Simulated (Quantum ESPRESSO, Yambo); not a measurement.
An input for Yambo 5.3.0 (MoS2 (R3m)):

```
optics
bss
bse
em1s
dipoles
rim_cut
RandQpts= 1000000
RandGvec= 1 RL
Chimod= "HARTREE"
BSKmod= "SEX"
BSEmod= "resonant"
BSSmod= "h"
BSENGexx= 20 Ry
BSENGBlk= 4 Ry
% BSEQptR
 1 | 1 |
%
% BSEBands
 11 | 17 |
%
% BEnRange
 0 | 7 | eV
%
% BDmRange
 0.1 | 0.1 | eV
%
BEnSteps= 141
% BLongDir
 1 | 0 | 0 |
%
% BndsRnXs
 5 | 25 |
%
NGsBlkXs= 4 Ry
% LongDrXs
 1 | 1 | 1 |
%
% KfnQP_E
 0.484 | 1.0 | 1.0 |
%
BSHayTrs= -0.02
FFTGvecs= 32 Ry
```

```sh
OMP_NUM_THREADS=1 mpirun -n 4 yambo -F bse17.in -J bse17,bse15_W -C bse17 > bse17.log
```

The stored states that it reads are on a 12×12×12 mesh. The structure is trigonal, space group R3m (No. 160). The conventional cell has a = 3.160 Å, b = 3.160 Å, c = 18.450 Å, α = 90.00°, β = 90.00°, γ = 120.00°. Nearest to Mo lie 6 S at 2.40 Å. S has 3 Mo at 2.40 Å nearest. Nearest to S lie 3 Mo at 2.40 Å. Farther neighbours and most contacts between anions are not listed.

Q: Estimate wall time and host memory on 4 MPI ranks of Arm Neoverse V1, shared host.

It took 18 min; on shared hardware allow 9.1 min to 36 min. Peak host memory was 6.2 GiB.

The kernel grows as the square of the matrix size, and full diagonalisation as its cube.

[Paths, hosts, dates, memory and timing lines, banners, echoed tables and standing remarks are left out of the program output.]

[Logs are printed without paths, hosts, clocks, repeated set-up lines and the standing remarks that a program may print on its own settings, such as how far it seeks lower states.]

[Runs of the session that timed out or met a known fault of the program may be left out.]

[Hosts, paths, dates, database ids (printed as entryN), source tags and the programs' standing remarks are cut or masked in the printed files.]
